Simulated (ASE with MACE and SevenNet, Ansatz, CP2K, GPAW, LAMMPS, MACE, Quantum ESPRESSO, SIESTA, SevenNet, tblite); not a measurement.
# Machine-learned potentials runs on amorphous carbon (64 atoms)

Aim: run amorphous carbon (64 atoms) in machine-learned potentials and see how near its forces come to a plane-wave reference, and at what cost.

Calculated with ASE with MACE and SevenNet; the method is named at each step.

## (1) Starting point

The cell holds 64 atoms: 64 C. Cell: a = 7.590 Å, b = 7.590 Å, c = 7.590 Å, α = 90.0°, β = 90.0°, γ = 90.0°. 64 atoms (64 C) placed at random at 2.92 g/cm³, melted at 6000 K for 10 ps at fixed volume with the Tersoff potential (Tersoff, Phys. Rev. B 39, 5566 (1989)). Quenched from 6000 K to 300 K at 100 K/ps and fixed volume, held 5 ps, then minimised at fixed cell.

The yardstick, on the same geometry:

| Item | Value |
| --- | --- |
| method | Kohn-Sham DFT, PBE, SSSP efficiency 1.3.0 pseudopotentials, plane waves (Quantum ESPRESSO 7.5); sssp-pbe-1.3.0-efficiency, cutoffs 45/360 Ry, Γ point |
| r.m.s. force component | 1.258 eV/Å |
| longest force | 5.077 eV/Å |
| pressure | -7.191 GPa |
| time | 41 s on 2 MPI ranks of Arm Neoverse V1, shared host |
| CPU time | 83 s |

## (2) MACE MP-0b2 small potential

Method: machine-learned interatomic potential MACE MP-0b2 small, trained on PBE(+U) plane-wave data.

The input, run.py:

```python
import numpy as np
from ase.io import read
import mlip  # loads the published weights by name

atoms = read("structure.xyz")
atoms.calc = mlip.calc("mace-mp-0b2-small")
energy = atoms.get_potential_energy()
forces = atoms.get_forces()
print(f"energy {energy:.6f} eV")
print("forces (eV/A)")
for i, (a, f) in enumerate(zip(atoms, forces)):
    print(f"{i:4d} {a.symbol:2s} {f[0]:10.5f} {f[1]:10.5f} {f[2]:10.5f}")
stress = -atoms.get_stress(voigt=False) * 160.21766
print("stress (GPa, compression positive)")
for row in stress:
    print(" ".join(f"{x:10.4f}" for x in row))
```

The input, structure.xyz:

```xyz
64
Lattice="7.59030 0.00000 0.00000 0.00000 7.59030 0.00000 0.00000 0.00000 7.59030" Properties=species:S:1:pos:R:3 pbc="T T T"
C 6.33532 6.97761 5.42342
C 6.62072 1.39145 3.81230
C 3.96183 5.72316 4.84314
C 2.99984 1.80740 7.44737
C 4.64974 4.93962 7.16949
C 1.54599 3.54619 1.33392
C 6.39392 5.10425 3.93777
C 5.66016 0.71599 0.76761
C 2.78989 1.89697 5.92848
C 4.06043 2.69456 0.55819
C 1.48003 3.92631 4.71563
C 6.46678 0.29139 2.89631
C 2.76879 5.83565 3.86620
C 4.73756 4.84337 1.78729
C 2.02502 0.93285 0.63455
C 2.23390 6.73510 6.46337
C 4.65969 7.19644 0.74476
C 1.39252 5.38145 4.42264
C 5.79193 3.73352 3.88752
C 7.30832 6.14237 6.24097
C 1.32307 0.60168 2.99483
C 1.18500 1.58584 4.03827
C 7.15720 6.55126 0.05989
C 3.97777 0.92784 5.28368
C 6.87901 2.81388 3.25715
C 7.15780 5.56915 1.12154
C 5.18000 7.13169 3.20098
C 5.35298 2.11352 1.04480
C 4.45141 6.40477 2.02881
C 0.50612 5.96598 2.11914
C 1.97705 5.96157 1.36777
C 4.22347 0.66673 3.70908
C 3.65526 6.90209 5.91208
C 3.86900 4.20852 0.62924
C 3.38300 2.91088 2.92621
C 4.48784 6.40424 7.08076
C 0.24562 5.37947 3.46512
C 0.47902 1.39092 0.16691
C 0.43568 3.81511 7.00585
C 3.00933 6.20515 2.44620
C 0.32039 1.31790 6.20628
C 3.89777 4.16275 5.27966
C 6.14678 4.51828 1.36883
C 6.55680 3.05214 1.54576
C 1.11729 6.17258 5.67033
C 0.90006 2.97517 3.67704
C 3.54156 1.47707 2.70814
C 4.54021 3.89762 2.94951
C 5.22881 3.30451 5.28915
C 5.66882 4.23660 6.40386
C 6.99218 0.34817 0.43272
C 2.38935 4.56063 0.59956
C 2.62139 3.50186 5.67284
C 1.94350 3.27354 2.65615
C 5.47610 6.22564 4.36753
C 1.81871 4.19425 6.83286
[... 4 atom lines left out ...]
C 0.24130 2.86640 0.66408
C 2.03549 7.06832 0.26604
C 6.56257 0.99236 5.38782
C 5.24922 1.77051 5.59959
```

On the command line:

```bash
> OMP_NUM_THREADS=1 python run.py > output.txt
```

The program printed:

```text
energy -539.666300 eV
forces (eV/A)
   0 C    -0.16700    0.73906   -0.59127
   1 C     0.76676   -0.15140   -1.16434
   2 C    -0.89014    0.01740   -1.03656
   3 C     0.92346    1.34455    0.61440
   4 C     0.33142    0.68040   -1.49139
   5 C    -0.23355   -0.99275    2.57757
   6 C     1.93351    0.53684   -1.03955
   7 C    -0.71344    0.66299    0.73559
   8 C     0.15667   -0.28756    0.43160
   9 C     0.20722   -2.04159   -0.68578
  10 C     0.75471   -1.02689   -0.60046
  11 C     1.61697    0.65131    1.59262
  12 C     1.31001    0.42612   -2.87411
  13 C     0.73364   -1.24935    0.75386
  14 C     0.15395   -0.45432   -0.92806
  15 C    -1.73065   -0.15321   -0.36510
  16 C     1.33732   -1.29782   -0.94957
  17 C     0.96086    0.29773   -0.37618
  18 C     0.27622    0.45520   -0.55613
  19 C    -0.40254    0.24368   -0.42229
  20 C    -1.12098    0.40128   -1.33404
  21 C     0.17877   -1.96814    0.89415
  22 C     0.35285    0.00275    1.34218
  23 C     0.91028    0.55572   -0.78025
[...]
56 C     0.02395    0.31175    0.13771
  57 C    -2.59528    1.36043    1.75691
  58 C    -0.45786    0.89857    0.88486
  59 C     0.08223   -1.65315    0.34485
  60 C     1.71679    1.39407   -0.07888
  61 C    -0.15394   -1.07950   -0.59258
  62 C    -0.57313   -0.77555   -0.56486
  63 C    -0.05601   -0.96705   -1.08277
stress (GPa, compression positive)
  -16.0742    -5.2630    -1.5530
   -5.2630   -14.3008     0.2085
   -1.5530     0.2085    -1.5771
```

It took 7.3 s on 1 thread of Arm Neoverse V1, shared host; peak memory 0.67 GiB.

Banners, paths, timers and routine set-up lines are dropped from the logs unmarked, and long logs keep their key lines alone; longer cuts are marked.

Compared with the plane-wave run:

```yaml
r_m_s_force_component: 1.006 eV/Å
r_m_s_difference_of_force_components: 723.8 meV/Å
longest_difference_of_force_vectors: 3111 meV/Å
force_difference_over_r_m_s_force: 57.54 %
slope_of_forces_against_the_reference_s: 0.6545
correlation_of_force_components: 0.8181
pressure: -10.65 GPa
pressure_difference: -3.46 GPa
```

The surroundings of C58, which bears the longest force, nearest first, numbered as they follow in the input and with coordinates relative to it.

```
atom      x      y      z  distance (Å)  bonds     Fx     Fy  Fz (eV/Å)
 C58   0.00   0.00   0.00          0.00      3  -2.60   1.36       1.76
 C22  -0.31   0.24  -1.36          1.42      3   0.18  -1.97       0.89
 C41  -1.18  -0.03   0.81          1.43      3   1.21  -0.43      -1.16
  C9   1.29   0.55   0.53          1.50      4   0.16  -0.29       0.43
 C46  -0.60   1.63  -1.72          2.45      4  -0.04   0.78       0.44
 C53   1.12   2.16   0.27          2.45      4  -0.79   1.33      -0.71
 C24   2.48  -0.42  -0.11          2.52      4   0.91   0.56      -0.78
 C21  -0.17  -0.74  -2.40          2.52      3  -1.12   0.40      -1.33
 C63  -2.52  -0.35  -0.01          2.55      4  -0.57  -0.78      -0.56
 C16   0.74  -2.20   1.07          2.55      3  -1.73  -0.15      -0.37
 C38  -1.02   0.05   2.36          2.57      4  -0.23  -0.44      -1.01
  C4   1.50   0.46   2.05          2.58      3   0.92   1.34       0.61
 C11  -0.02   2.58  -0.68          2.67      3   0.75  -1.03      -0.60
```

Atoms are counted from 1 here, from 0 in the log.

Forces lie 58 % from the reference's, at 0.088 times its CPU time (on 1 against 2 cores).

## (3) MACE MPA-0 medium potential

Method: machine-learned interatomic potential MACE MPA-0 medium, trained on PBE(+U) plane-wave data.

Changes to run.py since step 2:

```diff
@@ -5,3 +5,3 @@
 atoms = read("structure.xyz")
-atoms.calc = mlip.calc("mace-mp-0b2-small")
+atoms.calc = mlip.calc("mace-mpa-0-medium")
 energy = atoms.get_potential_energy()
```

structure.xyz is that of step 2.

The program printed:

```text
energy -535.864885 eV
forces (eV/A)
   0 C    -0.20870    0.59742   -0.23225
   1 C     1.28960    0.19390   -0.38954
   2 C    -0.74875    0.01032   -0.93716
   3 C     0.97919    0.67686    0.65707
   4 C    -0.21352   -0.11586   -2.07095
   5 C    -0.34458   -1.27994    2.61771
   6 C     2.09595    0.25895   -0.79016
   7 C    -0.71308    1.16895    0.39617
   8 C    -0.49881   -0.56899    0.55558
   9 C     0.23405   -1.38025   -1.09592
  10 C     0.23141   -1.16418   -1.00394
  11 C     1.43877   -0.20427    1.47409
  12 C     1.14792    0.71143   -3.38570
  13 C     0.66017   -1.36316    0.72967
  14 C     0.12116   -0.58607   -0.94991
  15 C    -1.85382   -0.29819   -1.08488
  16 C     0.56298   -1.04798   -0.74078
  17 C     0.68821    0.28339   -0.20936
  18 C     0.33094    0.37739   -0.54525
  19 C    -0.15672   -0.08724   -0.61082
  20 C    -1.10315    0.38497   -1.37868
  21 C    -0.34654   -2.02306    0.25590
  22 C     0.93400    0.29034    1.24246
  23 C     0.78469    0.27641   -0.20393
[...]
56 C     0.04147    0.22298    0.22855
  57 C    -2.16284    0.77831    2.01877
  58 C    -0.90850   -0.08757    0.88071
  59 C     0.00855   -1.76173   -0.71699
  60 C     1.94052    1.40928   -0.56916
  61 C     0.12461   -1.21318   -0.11616
  62 C    -0.21798   -0.57731    0.09407
  63 C    -0.09030   -0.77858   -0.69309
stress (GPa, compression positive)
  -18.1311    -5.0756    -1.9570
   -5.0756   -16.8668     0.5419
   -1.9570     0.5419    -2.4413
```

Run time: 9.2 s. Hardware: 1 thread; peak memory 1.3 GiB.

Compared with the plane-wave run:

```
r.m.s. force component                  : 1.007 eV/Å
r.m.s. difference of force components   : 626.4 meV/Å
longest difference of force vectors     : 2299 meV/Å
force difference over r.m.s. force      : 49.8 %
slope of forces against the reference's : 0.6963
correlation of force components         : 0.87
pressure                                : -12.48 GPa
pressure difference                     : -5.289 GPa
```

Against the first run (58 %), the force difference from the reference is 50 %, at 1.3 times the CPU time.

## (4) SevenNet 0 potential

Method: machine-learned interatomic potential SevenNet 0, trained on PBE(+U) plane-wave data.

Changes to run.py since step 3:

```diff
@@ -5,3 +5,3 @@
 atoms = read("structure.xyz")
-atoms.calc = mlip.calc("mace-mpa-0-medium")
+atoms.calc = mlip.calc("7net-0")
 energy = atoms.get_potential_energy()
```

structure.xyz is that of step 3.

The program printed:

```text
energy -530.281982 eV
forces (eV/A)
   0 C    -0.58729    0.66599    0.07450
   1 C     1.91085    0.56862    0.37115
   2 C    -0.50086    0.26184   -0.57933
   3 C     0.56199    0.97962    0.49684
   4 C    -0.76266   -0.14833   -2.33831
   5 C     0.32420   -1.25596    2.45910
   6 C     1.42136    0.07282   -0.51330
   7 C     0.75410    0.43175    0.87397
   8 C     0.21850   -0.47807    0.49867
   9 C     1.22478   -1.99208    0.64471
  10 C    -0.22787   -1.33945   -0.99337
  11 C     1.74103   -0.31166   -0.37911
  12 C     0.69291    1.13502   -3.72286
  13 C     0.75434   -1.40768    0.38261
  14 C     0.91696   -0.40672   -0.25853
  15 C    -2.84832   -0.50810   -1.47205
  16 C    -0.50701   -1.87295   -1.65727
  17 C     1.25362    0.96853   -0.56274
  18 C     1.01158    0.47206   -0.98144
  19 C     0.33419   -0.00899   -0.48443
  20 C     0.42210    0.22755   -1.85409
  21 C    -2.01938   -1.60998   -0.02511
  22 C     0.36259    0.40602    1.54710
  23 C     0.84480    0.41908   -0.36750
[...]
56 C    -1.48988   -0.56133    1.47856
  57 C    -2.83215    0.44407    2.54138
  58 C    -1.50031    1.12119   -0.02496
  59 C     0.60378   -2.19153    0.69945
  60 C     1.36082    1.22676    0.12326
  61 C    -0.32019   -1.05749   -0.77286
  62 C    -0.86024   -0.80604   -0.12315
  63 C     0.60961   -1.03768   -1.11742
stress (GPa, compression positive)
  -19.4744    -3.4294    -2.0602
   -3.4294   -13.4406     0.3469
   -2.0602     0.3469    -7.2997
```

Elapsed: 9 s, on 1 thread; peak memory 1.1 GiB.

Compared with the plane-wave run:

| Item | Value |
| --- | --- |
| r.m.s. force component | 1.198 eV/Å |
| r.m.s. difference of force components | 703.3 meV/Å |
| longest difference of force vectors | 2669 meV/Å |
| force difference over r.m.s. force | 55.91 % |
| slope of forces against the reference's | 0.7972 |
| correlation of force components | 0.8371 |
| pressure | -13.4 GPa |
| pressure difference | -6.214 GPa |

Against the first run (58 %), the force difference from the reference is 56 %, at 1.2 times the CPU time.

## (5) All runs compared

Differences are against the plane-wave reference, forces as r.m.s. over components; share is that over the reference's r.m.s. force, slope the least-squares factor from reference forces to these. Total energies of different programs have different zeros and aren't compared.

```
                        run  Δ force, r.m.s. (meV/Å)  share (%)  slope  Δ pressure (GPa)  cores  CPU time  memory (GiB)
                  reference                        -          -      -                 -      2      83 s          0.85
MACE MP-0b2 small potential                      724       57.5  0.654             -3.46      1     7.2 s          0.67
MACE MPA-0 medium potential                      626       49.8  0.696             -5.29      1     9.2 s           1.3
       SevenNet 0 potential                      703       55.9  0.797             -6.21      1       9 s           1.1
```

Times of the machine-learned potentials are mostly Python's start and the loading of weights.

CPU time is summed over cores on a shared host, where runs went side by side, so it is rough. Symmetry, cutoffs, thresholds, outputs and thread counts weren't matched or tuned between programs; memory under MPI is the largest rank's times the ranks.

## (6) What came out

| Quantity | Value |
| --- | --- |
| nearest in forces | MACE MPA-0 medium potential, 50 % |
| its CPU time | 9.2 s |

What this shows: Machine-learned potentials differ by 50 % (MACE MPA-0 medium potential) to 58 % (MACE MP-0b2 small potential); they were trained on other programs' data. Among those trained on PBE data the slope goes as low as 0.65, with a correlation of 0.82, so directions differ as well as sizes. The reference's pressure holds the uncorrected Pulay stress of its 45 Ry basis, so small pressure differences, and their order, may be the reference's own error. Machine-learned potentials mimic data converged in k, so the reference's own k-point error enters their differences. The quench rate of 100 K/ps is many orders above laboratory rates, so the cell is likely richer in defects and strain than a real sample. The network of bonds at the start is that of the classical potential that made the cell, and needn't be the one that DFT or experiment would give. The reference's stress is far from hydrostatic: its diagonal is -13.1, -8.2, -0.2 GPa, compression counted positive. The reference's pressure of -7.2 GPa belongs to a cell and atoms that aren't relaxed at this level. The electronic-structure runs sample only Γ, in a cell whose shortest periodic width is 8 Å, which is coarse for a cell with partly filled levels.

[Also dropped from logs without a mark: logging warnings of Python, and SIESTA's first energy breakdown and zero terms.]

[Logs are printed without paths, hosts, clocks, repeated set-up lines and the standing remarks that a program may print on its own settings, such as how far it seeks lower states.]

[Hosts, paths, dates, database ids (printed as entryN), source tags and the programs' standing remarks are cut or masked in the printed files.]
